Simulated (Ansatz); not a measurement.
# How Ag(110) screens a field, part 2 of 2

Wanted: the response of a Ag(110) slab to a perpendicular field.

Ansatz 0.2.0; plane-wave DFT, PBE, Ansatz PAW (the session's first sound run).

So far. Step 8 (Single point, field -0.2 V/Å): The dipole is -0.151 e·Å. Step 9 (Atoms held, field 0.4 V/Å): The dipole is 0.302 e·Å.

## (10) The response

This step: plane-wave DFT, PBE, Ansatz PAW; screening of a field by a metal slab (Ansatz 0.2.0).

The dipoles give the slope, and the difference of two potentials shows where the field is screened.

This step gave:

```yaml
equivalent_conductor_thickness_p_eps_0ae: 11.53 Å
distance_between_the_outer_atoms: 8.676 Å
inner_field_over_outer_field: 0.006142
image_plane_upper_face: 1.521 Å
induced_electrons_on_the_upper_face_over_eps_0e: -0.9836
image_plane_lower_face: 1.521 Å
induced_electrons_on_the_lower_face_over_eps_0e: 0.9836
```

Dipole of the cell against applied field:

```tsv
applied field (V/Å)	dipole of the cell (e·Å)
-0.200	-0.151
-0.100	-0.0754
-0.050	-0.0377
0.000	0
0.050	0.0377
0.100	0.0754
0.200	0.151
0.400	0.302
```

Local field over the applied field, running mean. From the potentials at -0.05 and 0.05 V/Å; running mean over 1.446 Å. Table of local field over applied field by z:

```tsv
z (Å)	local field over applied field
4.5	0.997
5.0	0.993
5.5	0.983
6.0	0.958
6.5	0.902
7.0	0.786
7.5	0.582
8.0	0.325
8.5	0.110
9.0	-0.00167
9.5	-0.0162
10.0	0.00371
10.5	0.0196
11.0	0.0138
11.5	-0.00159
12.0	-0.00972
12.5	-0.00354
13.0	0.00657
13.5	0.00890
14.0	1.8e-4
14.5	-0.00870
15.0	-0.00611
15.5	0.00866
16.0	0.0198
16.5	0.0115
17.0	-0.0110
17.5	-0.0144
18.0	0.0565
18.5	0.240
19.0	0.492
19.5	0.724
20.0	0.870
20.5	0.943
21.0	0.976
21.5	0.991
22.0	0.996
22.5	0.999
```

The induced electron density oscillates, so the rows of the table below give means over 2.96 Å (shorter at the two ends). Its distinct maxima (Å: e/Å³ per V/Å): 8.0: 0.00381, 16.9: 5.5e-4. Distinct minima: 9.8: -5.5e-4, 18.7: -0.00381.

Electrons, planar mean, per unit field. Table of induced electron density by z; means over each step:

```tsv
z (Å)	induced electron density (e/Å³ per V/Å)
5.48	3.1e-4
8.44	0.00154
11.40	-6.8e-6
14.36	-3.3e-5
17.32	-6.8e-4
20.28	-0.00113
```

By hand: between -0.05 and 0.05 V/Å the dipole changes by 0.07536 e·Å, a slope of 0.7536 e·Å²/V. A perfect conductor of thickness t has p = ε₀AEt, so t = 180.95 × 0.7536 / 11.829 = 11.53 Å (e/ε₀ = 180.95 V·Å, A in Å²). Less the 8.68 Å between the outer atoms, and halved, that puts each image plane 1.43 Å out.

The induced dipole is that of a conductor 11.53 Å thick.

## (11) A changed input

This step: plane-wave DFT, PBE, Ansatz PAW, but for the change named below (Ansatz 0.2.0).

A run with a changed input: it repeats the earlier run at 0.05 V/Å with hamiltonian.xc from pbe to lda and scf.mixing.preconditioner to resta.

input.yaml

```yaml
crystal:
  lattice:
    - [4.09, 0.0, 0.0]
    - [0.0, 2.8920667351, 0.0]
    - [0.0, 0.0, 26.6762002052]
  atoms:
    - { symbol: Ag, position: [0.0, 0.0, 0.3373793843] }
    - { symbol: Ag, position: [0.5, 0.5, 0.3915862562] }
    - { symbol: Ag, position: [0.0, 0.0, 0.4457931281] }
    - { symbol: Ag, position: [0.5, 0.5, 0.5] }
    - { symbol: Ag, position: [0.0, 0.0, 0.5542068719] }
    - { symbol: Ag, position: [0.5, 0.5, 0.6084137438] }
    - { symbol: Ag, position: [0.0, 0.0, 0.6626206157] }
kpoints:
  mp_grid: { grid: [12, 18, 1] }
hamiltonian:
  xc: lda
scf:
  occupations: { method: fermi_dirac, width: 0.1 }
  convergence: { dr2_threshold: 1.0e-10 }
  mixing: { preconditioner: resta }
efield:
  axis: 3
  dipole_correction: true
  ramp_position: 0.97
  ramp_width: 0.06
  amplitude: 0.05
output:
  forces: true
  write_potential: true
  write_density: true
  volumetric_format: npy
```

Run with:

```sh
> ansatz run input.yaml --threads 4 --pin off --max-ram 6144MiB --backend cpu --events-out ev --progress --plain --runs-dir out
```

The log of the run:

```text
[...]
Crystal: 7 atoms, lattice volume = 315.541 Å³
Basis set: ecut = 420 eV, 6169 PW (Γ)
Bands: 80, of which v1, the nominal top of the filled ones, is band 67 counted from 1 (66 counted from 0)
Symmetry: 4 space group operations
k-points: 70 of 216
[...]
SCF iter   1: F=—  HF=-52207.191806 eV  |F-HF|=—  |Δ(HF+E_count)|=         —  Δρ=4.81e-2  dr2=8.21e0  ethr=3.10e-3  p=0.036 e·Å  D=2.07e-2 V/Å  ΔV_dip=-0.55 eV  dr2_dipole=1.27e-4  V_vac-E_F(+/−)=5.30/4.64 eV  ⟨swp⟩=7.8  Hψ=23419  notcnv=0  defer=90
[...]
SCF iter  18: F=-52204.807701 eV  HF=-52204.807701 eV  |F-HF|=2.91e-11  |Δ(HF+E_count)|=  4.37e-11  Δρ=4.71e-8  dr2=2.00e-11  ethr=1.00e-12  p=0.037 e·Å  D=2.15e-2 V/Å  ΔV_dip=-0.57 eV  dr2_dipole=7.00e-13  V_vac-E_F(+/−)=4.85/4.20 eV  ⟨swp⟩=6.0  Hψ=25243  notcnv=0
SCF 1 converged in 18 iterations: F = -52204.807701 eV  dr2 = 2.00e-11
[...]
SCF converged after 18 iterations
Stability not checked: this state was not tested for a lower state beside it, because the mixer in use, unlike msr1, does not test its closes by its own steps (another_mixer; see scf.mixing.algorithm and scf.lower_state_search)
Free energy (F): -52204.807701 eV
[...]
Internal energy: -52204.740431 eV  (E = F + TS)
E sigma→0 (E₀):  -52204.774066 eV
Entropy (-TS):   -0.067270 eV (-9.610 meV/atom)
Fermi energy:    3.594221 eV
Dipole field:    D = 0.021458 V/Å  (p = 0.037419 e·Å, saw-weighted, corrected)
Work function:   not extracted (applied field tilts the vacuum); planar V_es + V_field profile in the machine report
[...]
--- Forces (eV/Å), atoms counted from 1 ---
  atom   1  Ag     0.00000000     0.00000000     0.76587169
  atom   2  Ag     0.00000000     0.00000000    -0.15697539
  atom   3  Ag     0.00000000     0.00000000    -0.02469315
  atom   4  Ag     0.00000000     0.00000000    -0.00109347
  atom   5  Ag     0.00000000     0.00000000     0.02783119
  atom   6  Ag     0.00000000     0.00000000     0.15484607
  atom   7  Ag     0.00000000     0.00000000    -0.76578762
  max |Σ_I F_I| component: 6.81e-7 eV/Å
--- Band table (eV; the first three rows and the last of 70) ---
  k-point 0: bands = [... 63 lower, 0.7920, 0.8723, 0.9072, 2.2461, 4.0378, 5.7964, 5.9823, 7.4391, ... 9 higher]
  k-point 1: bands = [... 63 lower, 0.8477, 0.8505, 0.8844, 2.2902, 4.1003, 5.9477, 6.0490, 7.5452, ... 9 higher]
  k-point 2: bands = [... 63 lower, 0.7648, 0.8950, 0.9202, 2.4220, 4.2826, 6.2431, 6.3720, 7.8538, ... 9 higher]
  k-point 69: bands = [... 63 lower, 3.8049, 3.8784, 5.3051, 5.5225, 7.1135, 7.2048, 7.2245, 7.4680, ... 9 higher]
```

Wall time 53 s (4 threads of Intel Xeon Platinum 8488C (Sapphire Rapids), shared host); peak memory 1.5 GiB; 3.5 min of CPU time.

Numbers from this step:

```yaml
energy_at_zero_smearing: -52204.7741 eV
dipole_along_the_normal: 0.03742 e·Å
```

Force by atom:

```tsv
atom	x (eV/Å)	y (eV/Å)	z (eV/Å)	size
Ag1	0.000	0.000	0.766	0.766
Ag2	0.000	0.000	-0.157	0.157
Ag3	0.000	0.000	-0.025	0.025
Ag4	0.000	0.000	-0.001	0.001
Ag5	0.000	0.000	0.028	0.028
Ag6	0.000	0.000	0.155	0.155
Ag7	0.000	0.000	-0.766	0.766
```

```tsv
quantity	this run	earlier run	difference
dipole along the normal (e·Å)	0.03742	0.03768	-2.6e-4
```

It moves by -0.000263 e·Å.

## (12) Varying the input

This step: plane-wave DFT, PBE, Ansatz PAW (Ansatz 0.2.0).

Another changed input: it repeats the earlier run at 0.05 V/Å with scf.initial_density.chi_scale to 0.3, kpoints.mp_grid.grid from [12, 18, 1] to [8, 12, 1] and kpoints.mp_grid.shift to [0.5, 0.5, 0.0].

Changes to input.yaml since step 11:

```diff
@@ -14,5 +14,5 @@
 kpoints:
-  mp_grid: { grid: [12, 18, 1] }
+  mp_grid: { grid: [8, 12, 1], shift: [0.5, 0.5, 0.0] }
 hamiltonian:
-  xc: lda
+  xc: pbe
 scf:
@@ -20,3 +20,3 @@
   convergence: { dr2_threshold: 1.0e-10 }
-  mixing: { preconditioner: resta }
+  initial_density: { chi_scale: 0.3 }
 efield:
```

The log of the run:

```text
[...]
Crystal: 7 atoms, lattice volume = 315.541 Å³
Basis set: ecut = 420 eV, 6169 PW (Γ), exchange–correlation on 60×40×360 points (8 copies of the dense FFT grid, shifted against one another)
Bands: 80, of which v1, the nominal top of the filled ones, is band 67 counted from 1 (66 counted from 0)
Symmetry: 4 space group operations
k-points: 24 of 96
[...]
SCF iter   1: F=—  HF=-53134.055436 eV  |F-HF|=—  |Δ(HF+E_count)|=         —  Δρ=3.86e-2  dr2=6.13e0  ethr=3.10e-3  p=0.000 e·Å  D=2.29e-13 V/Å  ΔV_dip=-0.00 eV  dr2_dipole=3.94e-1  V_vac-E_F(+/−)=5.17/3.95 eV  ⟨swp⟩=7.4  Hψ=7841  notcnv=0  defer=21
[...]
SCF iter  13: F=-53132.561111 eV  HF=-53132.561111 eV  |F-HF|=1.60e-10  |Δ(HF+E_count)|=  2.26e-10  Δρ=1.06e-7  dr2=3.46e-11  ethr=1.00e-12  p=0.038 e·Å  D=2.16e-2 V/Å  ΔV_dip=-0.58 eV  dr2_dipole=1.71e-13  V_vac-E_F(+/−)=4.41/3.77 eV  ⟨swp⟩=17.2  Hψ=11620  notcnv=0
SCF 1 converged in 13 iterations: F = -53132.561111 eV  dr2 = 3.46e-11
[...]
SCF converged after 13 iterations
Free energy (F): -53132.561111 eV
[...]
Internal energy: -53132.502892 eV  (E = F + TS)
E sigma→0 (E₀):  -53132.532001 eV
Entropy (-TS):   -0.058218 eV (-8.317 meV/atom)
Fermi energy:    4.048671 eV
Dipole field:    D = 0.021599 V/Å  (p = 0.037664 e·Å, saw-weighted, corrected)
Work function:   not extracted (applied field tilts the vacuum); planar V_es + V_field profile in the machine report
[...]
--- Forces (eV/Å), atoms counted from 1 ---
  atom   1  Ag     0.00000000     0.00000000     0.05388892
  atom   2  Ag     0.00000000     0.00000000    -0.33806015
  atom   3  Ag     0.00000000     0.00000000    -0.03891401
  atom   4  Ag     0.00000000     0.00000000    -0.00109401
  atom   5  Ag     0.00000000     0.00000000     0.04194424
  atom   6  Ag     0.00000000     0.00000000     0.33608060
  atom   7  Ag     0.00000000     0.00000000    -0.05384509
  max |Σ_I F_I| component: 5.11e-7 eV/Å
--- Band table (eV; the first three rows and the last of 24) ---
  k-point 0: bands = [... 63 lower, 1.1496, 1.1776, 1.2357, 2.6891, 4.5042, 6.0273, 6.4004, 7.5675, ... 9 higher]
  k-point 1: bands = [... 63 lower, 1.0680, 1.2027, 1.3069, 2.9033, 4.7842, 6.6222, 6.6916, 7.9925, ... 9 higher]
  k-point 2: bands = [... 63 lower, 1.1498, 1.1833, 1.5053, 3.3260, 5.2996, 7.2189, 7.6154, 8.5584, ... 9 higher]
  k-point 23: bands = [... 63 lower, 3.7451, 4.4388, 5.1476, 5.9518, 6.7405, 7.6921, 7.8367, 8.0420, ... 9 higher]
```

It took 18 s on 4 threads; peak memory 1 GiB.

```tsv
quantity	this run	earlier run	difference
dipole along the normal (e·Å)	0.03766	0.03768	-1.7e-5
```

The dipole moves by under 0.5 % or 5e-5 e·Å.

The change did no harm here.

## (13) What came out

| Quantity | Value |
| --- | --- |
| work function | 4.13 eV |
| image plane, upper face | 1.52 Å |
| induced electrons on the upper face over ε₀E | -0.984 |
| equivalent conductor thickness p/(ε₀AE) | 11.5 Å |
| inner field over outer field | 0.00614 |

The induced charge has its centre 1.52 Å outside the outermost atoms; this is the plane from which a capacitor's gap or an image potential counts. The equivalent conductor thickness exceeds the distance between the outer atoms by 2.85 Å, about the sum of the two image-plane distances. In the middle of the slab the field is screened to under 2 % of its outer value. The atoms are held at bulk positions with the tabulated experimental lattice constant.

[Long decimals in the printed logs are rounded to 6 places.]

[Logs are printed without paths, hosts, clocks, repeated set-up lines and the standing remarks that a program may print on its own settings, such as how far it seeks lower states.]

[Hosts, paths, dates, database ids (printed as entryN), source tags and the programs' standing remarks are cut or masked in the printed files.]

[Maps of the electrostatic potential energy from Ansatz leave out the sawtooth potential of an applied field or a dipole correction, so their vacuum need not be flat; planar profiles and work functions include it.]
